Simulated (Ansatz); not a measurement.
# MgSc (Pm-3m): Grüneisen parameters

Aim: how the phonons of MgSc (Pm-3m) shift with volume, and the thermal expansion that follows.

Main program and level: Ansatz 0.2.0; DFT PBEsol, scalar-relativistic, plane waves, PAW.

This is a report of a sequence of runs, with most program output left out.

**1. The structure**

The structure is cubic, space group Pm-3m (No. 221). The conventional cell has a = 3.563 Å, b = 3.563 Å, c = 3.563 Å, α = 90.00°, β = 90.00°, γ = 90.00°. Nearest to Mg lie 8 Sc at 3.09 Å. Nearest to Sc lie 8 Mg at 3.09 Å. Farther neighbours are not listed.

Coordinates:

```cif
data_structure
_symmetry_space_group_name_H-M 'Pm-3m'
_symmetry_Int_Tables_number 221
_cell_length_a 3.5628
_cell_length_b 3.5628
_cell_length_c 3.5628
_cell_angle_alpha 90.000
_cell_angle_beta 90.000
_cell_angle_gamma 90.000
_cell_volume 45.23
loop_
_atom_site_label
_atom_site_type_symbol
_atom_site_symmetry_multiplicity
_atom_site_Wyckoff_symbol
_atom_site_fract_x
_atom_site_fract_y
_atom_site_fract_z
_atom_site_occupancy
Mg1 Mg 1 a 0.00000 0.00000 0.00000 1
Sc1 Sc 1 b 0.50000 0.50000 0.50000 1
```

**2. The dispersion**

The cell comes from relaxations at this level that are not shown. Stability and thermal properties need the whole zone. Linear response on a 4×4×4 q mesh gives force constants as far as a supercell of that size would.

input.yaml

```yaml
crystal:
  lattice:
    - [3.5628400337, 0.0, 0.0]
    - [0.0, 3.5628400337, 0.0]
    - [0.0, 0.0, 3.5628400337]
  atoms:
    - { symbol: Mg, position: [0.0, 0.0, 0.0] }
    - { symbol: Sc, position: [0.5, 0.5, 0.5] }
kpoints:
  mp_grid: { grid: [12, 12, 12] }
hamiltonian:
  xc: pbesol
scf:
  occupations: { method: methfessel_paxton, width: 0.15 }
output:
  eigenvalues: true
phonons:
  method: dfpt
  qmesh: [4, 4, 4]
  temperatures: { t_max: 1000, t_step: 50 }
  qpath:
    path:
      - [[0.0, 0.0, 0.0], [0.0, 0.5, 0.0], [0.5, 0.5, 0.0], [0.0, 0.0, 0.0], [0.5, 0.5, 0.5], [0.0, 0.5, 0.0]]
      - [[0.5, 0.5, 0.5], [0.5, 0.5, 0.0]]
    npoints: 10
```

On the command line:

```console
$ ansatz run input.yaml --threads 4 --pin off --max-ram 7168MiB --backend cpu --events-out ev --progress --plain --runs-dir out
```

Run time: 6.7 min. Hardware: 4 threads of Arm Neoverse N1, shared host; peak memory 1.7 GiB.

This step gave:

| Item | Value |
| --- | --- |
| volume per atom | 22.61 Å³ |
| gap on the k-mesh | 0 eV |
| sum-rule residual before enforcement | 6.83e-5 eV/Å² |
| lowest frequency on the path | 0 cm⁻¹ |
| point group | m-3m |
| highest frequency on the path or at a solved wavevector | 265.9 cm⁻¹ |
| mean frequency | 178.2 cm⁻¹ |
| Debye temperature (second moment) | 352 K |
| logarithmic mean frequency | 164 cm⁻¹ |
| highest optical mode at the zone centre (no LO-TO term) | 265.5 cm⁻¹ |
| lowest optical zone-centre mode | 265.5 cm⁻¹ |
| lowest mode on the q mesh (acoustic modes at Γ apart) | 51.38 cm⁻¹ |
| zero-point energy per atom | 33.15 meV |
| heat capacity at 300 K | 23.32 J/(mol atoms K) |
| vibrational entropy at 300 K | 31.78 J/(mol atoms K) |
| edges of the widest gap between branches, on path and mesh | 178.5, 207.7 cm⁻¹ |

Frequencies (cm⁻¹) solved at each irreducible wavevector; negative means imaginary. Frequencies by wavevector, by row:

| q in reciprocal lattice units | star | mode 1 | mode 2 | mode 3 | mode 4 | mode 5 | mode 6 |
| --- | --- | --- | --- | --- | --- | --- | --- |
| 0 0 0 | 1 | 0 | 0 | 0 | 265.5 | 265.5 | 265.5 |
| 0 0 0.25 | 6 | 100.7 | 100.7 | 100.9 | 242 | 249.9 | 249.9 |
| 0 0 -0.5 | 3 | 132.7 | 163.7 | 163.7 | 207.7 | 222.8 | 222.8 |
| 0 0.25 0.25 | 12 | 51.4 | 124.6 | 153 | 216.2 | 240 | 261.6 |
| 0 0.25 -0.5 | 12 | 92.6 | 104.4 | 149.6 | 229.1 | 236.7 | 239.4 |
| 0 -0.5 -0.5 | 3 | 67.8 | 67.8 | 133.9 | 234.3 | 251.1 | 251.1 |
| 0.25 0.25 0.25 | 8 | 117.6 | 117.6 | 124.8 | 228.5 | 249.4 | 249.4 |
| 0.25 0.25 -0.5 | 12 | 98.2 | 115.4 | 171.2 | 224.1 | 236.7 | 244.8 |
| 0.25 -0.5 -0.5 | 6 | 126.5 | 126.5 | 169.7 | 228.2 | 240.1 | 240.1 |
| -0.5 -0.5 -0.5 | 1 | 175.4 | 175.4 | 175.4 | 215.7 | 215.7 | 215.7 |

Symmetry leaves 10 wavevectors to solve. The lowest mode among them, the acoustic zeros apart, lies at q = (0, 0.25, 0.25) and is real, 51.4 cm⁻¹.

**3. Relaxing at another volume, volume ratio 0.97**

The volume is scaled by 0.97 and held; symmetry leaves nothing to relax, so this is a single point. The modes can then be followed against volume.

input.yaml, the sections that differ from step 2:

```yaml
crystal:
  lattice:
    - [3.5268492899, 0.0, 0.0]
    - [0.0, 3.5268492899, 0.0]
    - [0.0, 0.0, 3.5268492899]
  atoms:
    - { symbol: Mg, position: [0.0, 0.0, 0.0] }
    - { symbol: Sc, position: [0.5, 0.5, 0.5] }
output:
  forces: true
  stress: true
  eigenvalues: true
# kpoints, hamiltonian, scf: as in step 2
# phonons: removed
```

Elapsed: 1.2 s, on 4 threads; peak memory 0.35 GiB; 4.1 s of CPU time.

This step gave:

```
pressure        : 1.665 GPa
volume per atom : 21.93 Å³
```

The run ends at a pressure of 1.66 GPa.

**4. Phonons at the other volume, volume ratio 0.97**

The phonons are repeated at this volume on the same k and q meshes.

input.yaml, the sections that differ from step 3:

```yaml
output:
  eigenvalues: true
phonons:
  method: dfpt
  qmesh: [4, 4, 4]
  temperatures: { t_max: 1000, t_step: 50 }
  qpath:
    path:
      - [[0.0, 0.0, 0.0], [0.0, 0.5, 0.0], [0.5, 0.5, 0.0], [0.0, 0.0, 0.0], [0.5, 0.5, 0.5], [0.0, 0.5, 0.0]]
      - [[0.5, 0.5, 0.5], [0.5, 0.5, 0.0]]
    npoints: 10
# crystal, kpoints, hamiltonian, scf: as in step 3
```

It took 6.3 min on 4 threads; peak memory 1.7 GiB.

This step gave:

```
sum-rule residual before enforcement                       : 6.41e-5 eV/Å²
highest frequency on the path or at a solved wavevector    : 276.7 cm⁻¹
mean frequency                                             : 185.3 cm⁻¹
Debye temperature (second moment)                          : 366 K
logarithmic mean frequency                                 : 170.3 cm⁻¹
highest optical mode at the zone centre (no LO-TO term)    : 276.2 cm⁻¹
lowest optical zone-centre mode                            : 276.2 cm⁻¹
lowest mode on the q mesh (acoustic modes at Γ apart)      : 52.96 cm⁻¹
zero-point energy per atom                                 : 34.46 meV
heat capacity at 300 K                                     : 23.19 J/(mol atoms K)
vibrational entropy at 300 K                               : 30.90 J/(mol atoms K)
edges of the widest gap between branches, on path and mesh : 188.1, 216.3 cm⁻¹
```

Frequencies (cm⁻¹) solved at each irreducible wavevector; negative means imaginary. Frequencies by wavevector, by row:

| q in reciprocal lattice units | star | mode 1 | mode 2 | mode 3 | mode 4 | mode 5 | mode 6 |
| --- | --- | --- | --- | --- | --- | --- | --- |
| 0 0 0 | 1 | 0 | 0 | 0 | 276.2 | 276.2 | 276.2 |
| 0 0 0.25 | 6 | 103.5 | 103.5 | 105.7 | 251.7 | 259.6 | 259.6 |
| 0 0 -0.5 | 3 | 139.5 | 168.9 | 168.9 | 216.3 | 230.7 | 230.7 |
| 0 0.25 0.25 | 12 | 53 | 127.5 | 159.4 | 224.7 | 248.9 | 272.7 |
| 0 0.25 -0.5 | 12 | 96.7 | 107.7 | 153.7 | 237 | 247.4 | 250 |
| 0 -0.5 -0.5 | 3 | 70.5 | 70.5 | 136.7 | 242.3 | 263.3 | 263.3 |
| 0.25 0.25 0.25 | 8 | 122.3 | 122.3 | 128.1 | 237.6 | 259.8 | 259.8 |
| 0.25 0.25 -0.5 | 12 | 100.5 | 120.7 | 178.7 | 232.7 | 247.1 | 255.4 |
| 0.25 -0.5 -0.5 | 6 | 132.8 | 132.8 | 176.6 | 236.5 | 251.5 | 251.5 |
| -0.5 -0.5 -0.5 | 1 | 185.6 | 185.6 | 185.6 | 225.1 | 225.1 | 225.1 |

The highest optical mode at the zone centre (no LO-TO term) is 276.2 cm⁻¹, +10.7 cm⁻¹ against the base run.

**5. Relaxing at another volume, volume ratio 1.03**

The volume is scaled by 1.03 and held; symmetry leaves nothing to relax, so this is a single point. The modes can then be followed against volume.

input.yaml, the sections that differ from step 4:

```yaml
crystal:
  lattice:
    - [3.5981179719, 0.0, 0.0]
    - [0.0, 3.5981179719, 0.0]
    - [0.0, 0.0, 3.5981179719]
  atoms:
    - { symbol: Mg, position: [0.0, 0.0, 0.0] }
    - { symbol: Sc, position: [0.5, 0.5, 0.5] }
output:
  forces: true
  stress: true
  eigenvalues: true
# kpoints, hamiltonian, scf: as in step 4
# phonons: removed
```

Wall time 1.5 s (4 threads); peak memory 0.36 GiB; 5 s of CPU time.

Numbers from this step:

```
pressure        : -1.449 GPa
volume per atom : 23.29 Å³
```

The run ends at a pressure of -1.45 GPa.

**6. Phonons at the other volume, volume ratio 1.03**

input.yaml, the sections that differ from step 5:

```yaml
output:
  eigenvalues: true
phonons:
  method: dfpt
  qmesh: [4, 4, 4]
  temperatures: { t_max: 1000, t_step: 50 }
  qpath:
    path:
      - [[0.0, 0.0, 0.0], [0.0, 0.5, 0.0], [0.5, 0.5, 0.0], [0.0, 0.0, 0.0], [0.5, 0.5, 0.5], [0.0, 0.5, 0.0]]
      - [[0.5, 0.5, 0.5], [0.5, 0.5, 0.0]]
    npoints: 10
# crystal, kpoints, hamiltonian, scf: as in step 5
```

The job ended after 8.5 min (4 threads; peak memory 1.7 GiB; 33 min of CPU time).

Numbers from this step:

| Item | Value |
| --- | --- |
| sum-rule residual before enforcement | 2.82e-5 eV/Å² |
| highest frequency on the path or at a solved wavevector | 255.5 cm⁻¹ |
| mean frequency | 171.4 cm⁻¹ |
| Debye temperature (second moment) | 338 K |
| logarithmic mean frequency | 157.8 cm⁻¹ |
| highest optical mode at the zone centre (no LO-TO term) | 255.1 cm⁻¹ |
| lowest optical zone-centre mode | 255.1 cm⁻¹ |
| lowest mode on the q mesh (acoustic modes at Γ apart) | 49.72 cm⁻¹ |
| zero-point energy per atom | 31.87 meV |
| heat capacity at 300 K | 23.43 J/(mol atoms K) |
| vibrational entropy at 300 K | 32.68 J/(mol atoms K) |
| edges of the widest gap between branches, on path and mesh | 169.7, 199.5 cm⁻¹ |

The highest optical mode at the zone centre (no LO-TO term) is 255.1 cm⁻¹, -10.3 cm⁻¹ against the base run.

**7. Grüneisen parameters**

The Grüneisen parameter of a mode is minus the logarithmic change of its frequency with volume, −d ln ω / d ln V; weighted by heat capacity it gives the expansion.

This step gave:

```yaml
bulk_modulus: 51.9 GPa
```

Phonon branches along the path, in cm⁻¹:

| point | branch 1 | branch 2 | branch 3 | branch 4 | branch 5 | branch 6 |
| --- | --- | --- | --- | --- | --- | --- |
| Γ | 0 | 0 | 0 | 266 | 266 | 266 |
| halfway | 101 | 101 | 101 | 242 | 250 | 250 |
| X | 133 | 164 | 164 | 208 | 223 | 223 |
| halfway | 93 | 104 | 150 | 229 | 237 | 239 |
| M | 68 | 68 | 134 | 234 | 251 | 251 |
| halfway | 51 | 125 | 153 | 216 | 240 | 262 |
| Γ | 0 | 0 | 0 | 266 | 266 | 266 |
| halfway | 118 | 118 | 125 | 228 | 249 | 249 |
| R | 175 | 175 | 175 | 216 | 216 | 216 |
| halfway | 98 | 115 | 171 | 224 | 237 | 245 |
| X | 133 | 164 | 164 | 208 | 223 | 223 |
| jump to R | 175 | 175 | 175 | 216 | 216 | 216 |
| halfway | 126 | 126 | 170 | 228 | 240 | 240 |
| M | 68 | 68 | 134 | 234 | 251 | 251 |

The same for volume x 0.97:

| point | branch 1 | branch 2 | branch 3 | branch 4 | branch 5 | branch 6 |
| --- | --- | --- | --- | --- | --- | --- |
| Γ | 0 | 0 | 0 | 276 | 276 | 276 |
| X | 140 | 169 | 169 | 216 | 231 | 231 |
| M | 70 | 70 | 137 | 242 | 263 | 263 |
| Γ | 0 | 0 | 0 | 276 | 276 | 276 |
| R | 186 | 186 | 186 | 225 | 225 | 225 |
| X | 140 | 169 | 169 | 216 | 231 | 231 |
| R | 186 | 186 | 186 | 225 | 225 | 225 |
| M | 70 | 70 | 137 | 242 | 263 | 263 |

The same for volume x 1.03:

| point | branch 1 | branch 2 | branch 3 | branch 4 | branch 5 | branch 6 |
| --- | --- | --- | --- | --- | --- | --- |
| Γ | 0 | 0 | 0 | 255 | 255 | 255 |
| X | 126 | 159 | 159 | 200 | 215 | 215 |
| M | 65 | 65 | 131 | 226 | 239 | 239 |
| Γ | 0 | 0 | 0 | 255 | 255 | 255 |
| R | 166 | 166 | 166 | 207 | 207 | 207 |
| X | 126 | 159 | 159 | 200 | 215 | 215 |
| R | 166 | 166 | 166 | 207 | 207 | 207 |
| M | 65 | 65 | 131 | 226 | 239 | 239 |

Mode Grueneisen parameter -dln(w)/dln(V), modes matched by rank; at Γ the acoustic branches take the value of a neighbouring point of the path. Mode grüneisen parameters along the path, in :

| point | branch 1 | branch 2 | branch 3 | branch 4 | branch 5 | branch 6 |
| --- | --- | --- | --- | --- | --- | --- |
| Γ | 0.81 | 0.81 | 1.46 | 1.32 | 1.32 | 1.32 |
| halfway | 1.22 | 0.93 | 1.28 | 1.31 | 1.27 | 1.27 |
| X | 1.70 | 1.05 | 1.05 | 1.35 | 1.17 | 1.17 |
| halfway | 1.48 | 1.04 | 0.90 | 1.13 | 1.48 | 1.45 |
| M | 1.35 | 1.35 | 0.68 | 1.12 | 1.59 | 1.59 |
| halfway | 1.07 | 0.78 | 1.36 | 1.27 | 1.21 | 1.39 |
| Γ | 0.89 | 0.80 | 1.22 | 1.32 | 1.32 | 1.32 |
| halfway | 1.33 | 1.33 | 0.90 | 1.31 | 1.37 | 1.37 |
| R | 1.90 | 1.90 | 1.90 | 1.42 | 1.42 | 1.42 |
| halfway | 0.78 | 1.52 | 1.44 | 1.26 | 1.44 | 1.42 |
| X | 1.70 | 1.05 | 1.05 | 1.35 | 1.17 | 1.17 |
| jump to R | 1.90 | 1.90 | 1.90 | 1.42 | 1.42 | 1.42 |
| halfway | 1.63 | 1.63 | 1.32 | 1.19 | 1.55 | 1.55 |
| M | 1.35 | 1.35 | 0.68 | 1.12 | 1.59 | 1.59 |

(dS/dlnV)/C_V. The thermodynamic Grueneisen parameter by temperature:

| temperature (K) | thermodynamic Grueneisen parameter |
| --- | --- |
| 50 | 1.20 |
| 100 | 1.25 |
| 150 | 1.26 |
| 200 | 1.27 |
| 250 | 1.27 |
| 300 | 1.27 |
| 350 | 1.27 |
| 400 | 1.27 |
| 450 | 1.27 |
| 500 | 1.27 |
| 550 | 1.27 |
| 600 | 1.27 |
| 650 | 1.27 |
| 700 | 1.27 |
| 750 | 1.27 |
| 800 | 1.27 |
| 850 | 1.27 |
| 900 | 1.27 |
| 950 | 1.27 |
| 1000 | 1.27 |

Gamma C_V/(B V) at the static volume. Table of volume expansion by temperature:

| temperature (K) | volume expansion (1e-6/K) |
| --- | --- |
| 50 | 10.2 |
| 100 | 26.2 |
| 150 | 34.5 |
| 200 | 38.6 |
| 250 | 40.7 |
| 300 | 41.9 |
| 350 | 42.7 |
| 400 | 43.2 |
| 450 | 43.6 |
| 500 | 43.9 |
| 550 | 44.0 |
| 600 | 44.2 |
| 650 | 44.3 |
| 700 | 44.4 |
| 750 | 44.5 |
| 800 | 44.5 |
| 850 | 44.6 |
| 900 | 44.6 |
| 950 | 44.6 |
| 1000 | 44.7 |

**8. Summary of results**

```json
{
 "bulk modulus": "51.9 GPa",
 "thermodynamic Grüneisen parameter at 300 K": "1.271",
 "volume expansion at 300 K, estimated": "41.92 × 10⁻⁶ K⁻¹"
}
```

In words: By this estimate the volume grows by 41.9 × 10⁻⁶ per kelvin at 300 K. The highest optical mode at Γ goes from 276 to 255 cm⁻¹ as the cell grows, a Grüneisen parameter of 1.32. Mode parameters on the path run from 0.58 to 1.9, with a median of 1.3. Branches are matched by rank, so values near crossings are rough. The expansion is the Grüneisen estimate at the static volume, with the static bulk modulus. With no gap, or one that is small against the smearing, the frequencies hang on the k mesh and the smearing, most of all near Kohn anomalies. The phonon runs are without spin polarisation, although the cell has an odd electron count.

[Logs are printed without paths, hosts, clocks, repeated set-up lines and the standing remarks that a program may print on its own settings, such as how far it seeks lower states.]

[Hosts, paths, dates, database ids (printed as entryN), source tags and the programs' standing remarks are cut or masked in the printed files.]
